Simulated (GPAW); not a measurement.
## Work function of a 8-layer slab of Ta(100) at several levels

How far do functional and basis move the work function of a 8-layer slab of Ta(100)?

Program: GPAW 26.7.0. Level of theory: GPAW, PAW setups; slab in vacuum, relaxation, in the first sound run; inputs show where later runs differ. Results are calculated unless marked as measured.

Most raw output is cut from this account.

**1. Starting point**

The cell holds 8 atoms: 8 Ta. Its edges and angles: a = 3.310 Å, b = 3.310 Å, c = 25.585 Å, α = 90.0°, β = 90.0°, γ = 90.0°. Vacuum lies along c.

Structure file:

```cif
data_structure
_symmetry_space_group_name_H-M 'P 1'
_symmetry_Int_Tables_number 1
_cell_length_a 3.3100
_cell_length_b 3.3100
_cell_length_c 25.5850
_cell_angle_alpha 90.000
_cell_angle_beta 90.000
_cell_angle_gamma 90.000
_cell_volume 280.31
loop_
_atom_site_label
_atom_site_type_symbol
_atom_site_fract_x
_atom_site_fract_y
_atom_site_fract_z
_atom_site_occupancy
Ta1 Ta 0.50000 0.50000 0.27360 1
Ta2 Ta 0.00000 0.00000 0.33828 1
Ta3 Ta 0.50000 0.50000 0.40297 1
Ta4 Ta 0.00000 0.00000 0.46766 1
Ta5 Ta 0.50000 0.50000 0.53234 1
Ta6 Ta 0.00000 0.00000 0.59703 1
Ta7 Ta 0.50000 0.50000 0.66172 1
Ta8 Ta 0.00000 0.00000 0.72640 1
```

**2. Relaxing the atoms**

Forces are removed first; all later runs use this geometry. The lowest 4 atoms are held at bulk positions and keep their forces.

The input, run.py:

```python
import json
import numpy as np
from ase import Atoms
from ase.constraints import FixAtoms
from ase.optimize import BFGS
from gpaw import GPAW, PW

slab = Atoms(
    ['Ta', 'Ta', 'Ta', 'Ta', 'Ta', 'Ta', 'Ta', 'Ta'],
    positions=[
        [1.65500, 1.65500, 7.00000],
        [0.00000, 0.00000, 8.65500],
        [1.65500, 1.65500, 10.31000],
        [0.00000, 0.00000, 11.96500],
        [1.65500, 1.65500, 13.62000],
        [0.00000, 0.00000, 15.27500],
        [1.65500, 1.65500, 16.93000],
        [0.00000, 0.00000, 18.58500]],
    cell=[[3.31, 0.0, 0.0], [0.0, 3.31, 0.0], [0.0, 0.0, 25.585]],
    pbc=[True, True, False])

slab.calc = GPAW(mode=PW(400), xc='PBE', kpts={'size': (10, 10, 1), 'gamma': True},
                 occupations={'name': 'fermi-dirac', 'width': 0.1}, nbands='160%',
                 convergence={'density': 1e-05}, maxiter=200,
                 poissonsolver={'dipolelayer': 'xy'},
                 symmetry={'tolerance': 1e-3, 'extra_ids': [1, 1, 1, 1, 0, 0, 0, 0]}, txt='slab.txt')
result = {}
slab.set_constraint(FixAtoms([0, 1, 2, 3]))
path = []
opt = BFGS(slab, maxstep=0.2)
opt.attach(lambda: path.append((slab.get_potential_energy(), slab.positions.tolist(), slab.get_forces().tolist())))
result['relaxed'] = bool(opt.run(fmax=0.03, steps=40))
result['path'] = path
energy = slab.get_potential_energy()
fermi = slab.calc.get_fermi_level()
v = slab.calc.get_electrostatic_potential().mean((0, 1)) - fermi
n = slab.calc.get_pseudo_density().mean((0, 1))
L = slab.cell[2, 2]
z = np.arange(len(v)) * L / len(v)
low, high = slab.positions[:, 2].min(), slab.positions[:, 2].max()
below, above = np.interp([low - 4.8, high + 4.8], z, v)
slopes = [np.interp(x, z, np.gradient(v, z)) for x in (low - 4.8, high + 4.8)]
eps = np.array([[slab.calc.get_eigenvalues(k, s) for k in range(len(slab.calc.get_ibz_k_points()))]
                for s in range(slab.calc.get_number_of_spins())]) - fermi
top, bottom = eps[eps < 0].max(), eps[eps > 0].min()
dipole = slab.get_dipole_moment()[2]
print(f'energy {energy:.4f} eV, Fermi level {fermi:.4f} eV, dipole {dipole:.5f} e A')
print(f'potential 4.8 A off the faces, from the Fermi level: lower {below:.4f} eV, upper {above:.4f} eV')
print(f'slope of the potential there: lower {slopes[0]:.5f}, upper {slopes[1]:.5f} eV/A')
print(f'nearest levels on the mesh: {top:.4f} and {bottom:.4f} eV')
print('magnetic moment', round(slab.get_magnetic_moment(), 3))
result.update(energy=energy, fermi=fermi, dipole=dipole, below=below, above=above, slopes=slopes, edges=[top, bottom],
              z=z.tolist(), v=v.tolist(), n=n.tolist(), positions=slab.positions.tolist(),
              forces=slab.get_forces(apply_constraint=False).tolist(), moments=slab.get_magnetic_moments().tolist())
json.dump(result, open('result.json', 'w'))
```

On the command line:

```
> OMP_NUM_THREADS=1 OPENBLAS_NUM_THREADS=1 python run.py
```

Elapsed: 26 min, on 1 thread of Intel Xeon 6975P-C (Granite Rapids), shared host; peak memory 0.37 GiB.

The steps of the relaxation:

```
step  energy less that of the first step (eV)  largest force (eV/Å)
   1                                   0.0000                1.2370
   2                                  -0.0434                1.0677
   3                                  -0.1319                0.4732
   4                                  -0.1366                0.2380
   5                                  -0.1385                0.1784
   6                                  -0.1426                0.0607
   7                                  -0.1428                0.0578
   8                                  -0.1431                0.0378
   9                                  -0.1431                0.0336
  10                                  -0.1432                0.0352
  11                                  -0.1432                0.0457
  12                                  -0.1434                0.0521
  13                                  -0.1436                0.0450
  14                                  -0.1439                0.0223
```

The atoms that moved most (Å):

```
atom     dx     dy      dz  length
 Ta8  0.000  0.000  -0.137   0.137
 Ta7  0.000  0.000   0.052   0.052
 Ta6  0.000  0.000   0.040   0.040
 Ta5  0.000  0.000  -0.009   0.009
```

The relaxed structure:

```
Ta
1.0
     3.31000    0.00000    0.00000
     0.00000    3.31000    0.00000
     0.00000    0.00000   25.58500
Ta
8
Direct
  0.50000 0.50000 0.27360
  0.00000 0.00000 0.33828
  0.50000 0.50000 0.40297
  0.00000 0.00000 0.46766
  0.50000 0.50000 0.53198
  0.00000 0.00000 0.59859
  0.50000 0.50000 0.66375
  0.00000 0.00000 0.72104
```

Numbers from this step:

```
dipole along the normal                    : 0.01069 e·Å
levels nearest the Fermi level on the mesh : -0.01577, 0.005454 eV from the Fermi level
upper work function                        : 3.810 eV
lower work function                        : 3.990 eV
```

The electrostatic potential energy of an electron (without an applied field's), less the Fermi level, planar mean oscillates, so the rows of the table below give means over windows of 1.65 Å about each position, cut where the curve ends. Its maxima inside the range that stand out by 2 % of the span (Å: eV): 7.9: -6.96, 9.5: -6.86, 11.1: -6.86, 12.8: -6.85, 14.5: -6.18, 16.2: -6.79, 17.7: -9.82. Its minima: 7.0: -17.6, 8.6: -17.2, 10.3: -17.1, 11.9: -17.0, 13.6: -17.0, 15.4: -17.2, 17.0: -17.3, 18.4: -17.8.

Electrostatic potential energy of an electron (without an applied field's), less the Fermi level, planar mean against z; means over each step:

z (Å), electrostatic potential energy of an electron (without an applied field's), less the Fermi level, planar mean (eV) and a bar from the least value:
```
     0.82        4.0 ##############################
     2.47        4.0 ##############################
     4.12        3.8 ##############################
     5.77       -0.7 ######################
     7.42      -12.0 ##
     9.07      -11.8 ###
    10.72      -11.8 ###
    12.37      -11.7 ###
    14.02      -11.4 ###
    15.67      -11.7 ###
    17.32      -13.4 
    18.97       -8.5 ########
    20.62        3.2 #############################
    22.27        3.8 ##############################
    23.92        3.8 ##############################
```

The pseudo valence density, planar mean oscillates, so the rows of the table below give means over windows of 1.71 Å about each position, cut where the curve ends. Its maxima inside the range that stand out by 2 % of the span (Å: e/Å³): 7.0: 1.09, 8.7: 1.09, 10.2: 1.10, 11.9: 1.12, 13.6: 1.11, 15.4: 1.11, 17.1: 1.12, 18.3: 1.07. Its minima: 7.9: 0.424, 9.4: 0.422, 11.1: 0.410, 12.8: 0.412, 14.5: 0.385, 16.2: 0.407, 17.7: 0.523.

Pseudo valence density, planar mean against z; means over each step:

z (Å), pseudo valence density, planar mean (e/Å³) and a bar:
```
     0.85       0.00 
     2.56       0.00 
     4.28       0.01 
     5.98       0.25 #########
     7.70       0.72 ###########################
     9.41       0.73 ###########################
    11.12       0.73 ###########################
    12.82       0.73 ###########################
    14.54       0.70 ##########################
    16.25       0.72 ###########################
    17.96       0.80 ##############################
    19.66       0.16 ######
    21.38       0.00 
    23.09       0.00
```

The relaxation lowered the energy of the cell by 0.144 eV (energies extrapolated to zero smearing; the optimiser's log prints free energies). The largest force left on a free atom is 0.022 eV/Å.

**3. The slab's potential**

The work function is the vacuum plateau of the electrostatic potential less the Fermi level; a dipole layer lets the two faces have plateaus of their own.

This step: GPAW, PAW setups; slab in vacuum (GPAW 26.7.0).

Edit run.py of step 2 so:

```diff
@@ -3,4 +3,2 @@
 from ase import Atoms
-from ase.constraints import FixAtoms
-from ase.optimize import BFGS
 from gpaw import GPAW, PW
@@ -14,6 +12,6 @@
         [0.00000, 0.00000, 11.96500],
-        [1.65500, 1.65500, 13.62000],
-        [0.00000, 0.00000, 15.27500],
-        [1.65500, 1.65500, 16.93000],
-        [0.00000, 0.00000, 18.58500]],
+        [1.65500, 1.65500, 13.61071],
+        [-0.00000, -0.00000, 15.31492],
+        [1.65500, 1.65500, 16.98202],
+        [-0.00000, 0.00000, 18.44788]],
     cell=[[3.31, 0.0, 0.0], [0.0, 3.31, 0.0], [0.0, 0.0, 25.585]],
@@ -25,10 +23,4 @@
                  poissonsolver={'dipolelayer': 'xy'},
-                 symmetry={'tolerance': 1e-3, 'extra_ids': [1, 1, 1, 1, 0, 0, 0, 0]}, txt='slab.txt')
+                 symmetry={'tolerance': 1e-3}, txt='slab.txt')
 result = {}
-slab.set_constraint(FixAtoms([0, 1, 2, 3]))
-path = []
-opt = BFGS(slab, maxstep=0.2)
-opt.attach(lambda: path.append((slab.get_potential_energy(), slab.positions.tolist(), slab.get_forces().tolist())))
-result['relaxed'] = bool(opt.run(fmax=0.03, steps=40))
-result['path'] = path
 energy = slab.get_potential_energy()
```

The job ended after 2.9 min (1 thread; peak memory 0.36 GiB).

Numbers from this step:

- dipole along the normal: 0.01080 e·Å
- levels nearest the Fermi level on the mesh: -0.01578, 0.005446 eV from the Fermi level

The electrostatic potential energy of an electron (without an applied field's), less the Fermi level, planar mean oscillates, so the rows of the table below give means over windows of 1.65 Å about each position, cut where the curve ends. Its maxima inside the range that stand out by 2 % of the span (Å: eV): 7.9: -6.96, 9.5: -6.86, 11.1: -6.86, 12.8: -6.85, 14.5: -6.18, 16.2: -6.79, 17.7: -9.82. Its minima: 7.0: -17.6, 8.6: -17.2, 10.3: -17.1, 11.9: -17.0, 13.6: -17.0, 15.4: -17.2, 17.0: -17.3, 18.4: -17.8.

The electrostatic potential energy of an electron (without an applied field's), less the Fermi level, planar mean by z; means over each step:

```
z (Å)  electrostatic potential energy of an electron (without an applied field's), less the Fermi level, planar mean (eV)
 0.82                                                                                                                3.98
 2.47                                                                                                                3.99
 4.12                                                                                                                3.83
 5.77                                                                                                              -0.700
 7.42                                                                                                               -12.0
 9.07                                                                                                               -11.8
10.72                                                                                                               -11.8
12.37                                                                                                               -11.7
14.02                                                                                                               -11.4
15.67                                                                                                               -11.7
17.32                                                                                                               -13.4
18.97                                                                                                               -8.51
20.62                                                                                                                3.18
22.27                                                                                                                3.79
23.92                                                                                                                3.81
```

Table of pseudo valence density, planar mean by z:

```
z (Å)  pseudo valence density, planar mean (e/Å³)
  2.5                                      8.2e-5
  3.0                                      2.3e-4
  3.5                                      6.8e-4
  4.0                                     0.00193
  4.5                                     0.00542
  5.0                                      0.0151
  5.5                                      0.0397
  6.0                                       0.122
  6.5                                       0.484
  7.0                                        1.07
  7.5                                       0.572
  8.0                                       0.479
  8.5                                        1.02
  9.0                                       0.769
  9.5                                       0.424
 10.0                                       0.822
 10.5                                       0.975
 11.0                                       0.450
 11.5                                       0.611
 12.0                                        1.08
 12.5                                       0.555
 13.0                                       0.478
 13.5                                        1.04
 14.0                                       0.704
 14.5                                       0.386
 15.0                                       0.801
 15.5                                       0.964
 16.0                                       0.431
 16.5                                       0.609
 17.0                                        1.10
 17.5                                       0.621
 18.0                                       0.678
 18.5                                        1.07
 19.0                                       0.417
 19.5                                       0.109
 20.0                                      0.0347
 20.5                                      0.0126
 21.0                                     0.00452
 21.5                                     0.00157
 22.0                                      5.5e-4
 22.5                                      1.9e-4
 23.0                                      6.7e-5
```

Force by atom:

```
atom  x (eV/Å)  y (eV/Å)  z (eV/Å)  size
 Ta1      0.00      0.00      1.26  1.26
 Ta2      0.00      0.00     -1.27  1.27
 Ta3      0.00      0.00     -0.36  0.36
 Ta4      0.00      0.00      0.37  0.37
 Ta5      0.00      0.00     -0.02  0.02
 Ta6      0.00      0.00      0.01  0.01
 Ta7      0.00      0.00      0.02  0.02
 Ta8      0.00      0.00     -0.02  0.02
```

The potential is flat to 0.004 eV/Å where it is read, so the vacuum is wide enough.

**4. Self-consistent run: xc = "revPBE"**

The same geometry under revPBE, to see how far the functional moves the levels against the vacuum.

Edit run.py of step 3 so:

```diff
@@ -19,3 +19,3 @@
 
-slab.calc = GPAW(mode=PW(400), xc='PBE', kpts={'size': (10, 10, 1), 'gamma': True},
+slab.calc = GPAW(mode=PW(400), xc='revPBE', kpts={'size': (10, 10, 1), 'gamma': True},
                  occupations={'name': 'fermi-dirac', 'width': 0.1}, nbands='160%',
```

It took 2.8 min on 1 thread; peak memory 0.36 GiB.

This step gave:

```
dipole along the normal                    : 0.01153 e·Å
levels nearest the Fermi level on the mesh : -0.004325, 0.006346 eV from the Fermi level
upper work function                        : 3.684 eV
lower work function                        : 3.877 eV
```

The electrostatic potential energy of an electron (without an applied field's), less the Fermi level, planar mean oscillates, so the rows of the table below give means over windows of 1.65 Å about each position, cut where the curve ends. Its maxima inside the range that stand out by 2 % of the span (Å: eV): 7.9: -7.04, 9.5: -6.94, 11.1: -6.94, 12.8: -6.92, 14.5: -6.26, 16.2: -6.86, 17.7: -9.90. Its minima: 7.0: -17.7, 8.6: -17.3, 10.3: -17.2, 11.9: -17.1, 13.6: -17.1, 15.4: -17.2, 17.0: -17.4, 18.4: -17.8.

Electrostatic potential energy of an electron (without an applied field's), less the Fermi level, planar mean against z; means over each step:

z (Å), electrostatic potential energy of an electron (without an applied field's), less the Fermi level, planar mean (eV) and a bar from the least value:
```
     0.82        3.9 ##############################
     2.47        3.9 ##############################
     4.12        3.7 ##############################
     5.77       -0.8 ######################
     7.42      -12.1 ##
     9.07      -11.9 ###
    10.72      -11.8 ###
    12.37      -11.8 ###
    14.02      -11.4 ###
    15.67      -11.8 ###
    17.32      -13.4 
    18.97       -8.6 ########
    20.62        3.1 #############################
    22.27        3.7 ##############################
    23.92        3.7 ##############################
```

The pseudo valence density, planar mean oscillates, so the rows of the table below give means over windows of 1.71 Å about each position, cut where the curve ends. Its maxima inside the range that stand out by 2 % of the span (Å: e/Å³): 7.0: 1.09, 8.7: 1.09, 10.2: 1.10, 11.9: 1.12, 13.6: 1.11, 15.4: 1.11, 17.1: 1.12, 18.3: 1.07. Its minima: 7.9: 0.424, 9.4: 0.421, 11.1: 0.410, 12.8: 0.412, 14.5: 0.384, 16.2: 0.406, 17.7: 0.522.

The pseudo valence density, planar mean by z; means over each step:

```
z (Å)  pseudo valence density, planar mean (e/Å³)
 0.85                                      4.5e-6
 2.56                                      1.6e-4
 4.28                                     0.00541
 5.98                                       0.248
 7.70                                       0.722
 9.41                                       0.727
11.12                                       0.728
12.82                                       0.733
14.54                                       0.699
16.25                                       0.725
17.96                                       0.804
19.66                                       0.156
21.38                                     0.00331
23.09                                      9.5e-5
```

Force by atom:

```
atom  x (eV/Å)  y (eV/Å)  z (eV/Å)  size
 Ta1      0.00      0.00      1.09  1.09
 Ta2      0.00      0.00     -1.27  1.27
 Ta3      0.00      0.00     -0.36  0.36
 Ta4      0.00      0.00      0.36  0.36
 Ta5      0.00      0.00      0.00  0.00
 Ta6      0.00      0.00      0.00  0.00
 Ta7      0.00      0.00      0.00  0.00
 Ta8      0.00      0.00      0.17  0.17
```

The upper face's work function is 3.684 eV, against 3.810 eV in the first plane-wave PBE run at this geometry.

**5. Self-consistent run: xc = "vdW-DF2"**

The same geometry under vdW-DF2, to see how far the functional moves the levels against the vacuum (the van der Waals functionals take revPBE setups).

Edit run.py of step 4 so:

```diff
@@ -19,3 +19,3 @@
 
-slab.calc = GPAW(mode=PW(400), xc='revPBE', kpts={'size': (10, 10, 1), 'gamma': True},
+slab.calc = GPAW(mode=PW(400), xc='vdW-DF2', kpts={'size': (10, 10, 1), 'gamma': True},
                  occupations={'name': 'fermi-dirac', 'width': 0.1}, nbands='160%',
```

It took 3.6 min on 1 thread; peak memory 0.52 GiB.

This step gave:

```
dipole along the normal                    : 0.007852 e·Å
levels nearest the Fermi level on the mesh : -0.06062, 0.03212 eV from the Fermi level
upper work function                        : 4.206 eV
lower work function                        : 4.337 eV
```

The upper face's work function is 4.206 eV, against 3.810 eV in the first plane-wave PBE run at this geometry.

**6. Self-consistent run: xc = "RPBE"**

The same geometry under RPBE, to see how far the functional moves the levels against the vacuum.

Edit run.py of step 5 so:

```diff
@@ -19,3 +19,3 @@
 
-slab.calc = GPAW(mode=PW(400), xc='vdW-DF2', kpts={'size': (10, 10, 1), 'gamma': True},
+slab.calc = GPAW(mode=PW(400), xc='RPBE', kpts={'size': (10, 10, 1), 'gamma': True},
                  occupations={'name': 'fermi-dirac', 'width': 0.1}, nbands='160%',
```

Elapsed: 3 min, on 1 thread; peak memory 0.36 GiB.

This step gave:

- dipole along the normal: 0.01158 e·Å
- levels nearest the Fermi level on the mesh: -0.006355, 0.005446 eV from the Fermi level
- upper work function: 3.668 eV
- lower work function: 3.861 eV

The upper face's work function is 3.668 eV, against 3.810 eV in the first plane-wave PBE run at this geometry.

(Part 1 of 2 ends here.)

[Logs are printed without paths, hosts, clocks, repeated set-up lines and the standing remarks that a program may print on its own settings, such as how far it seeks lower states.]

[Hosts, paths, dates, database ids (printed as entryN), source tags and the programs' standing remarks are cut or masked in the printed files.]
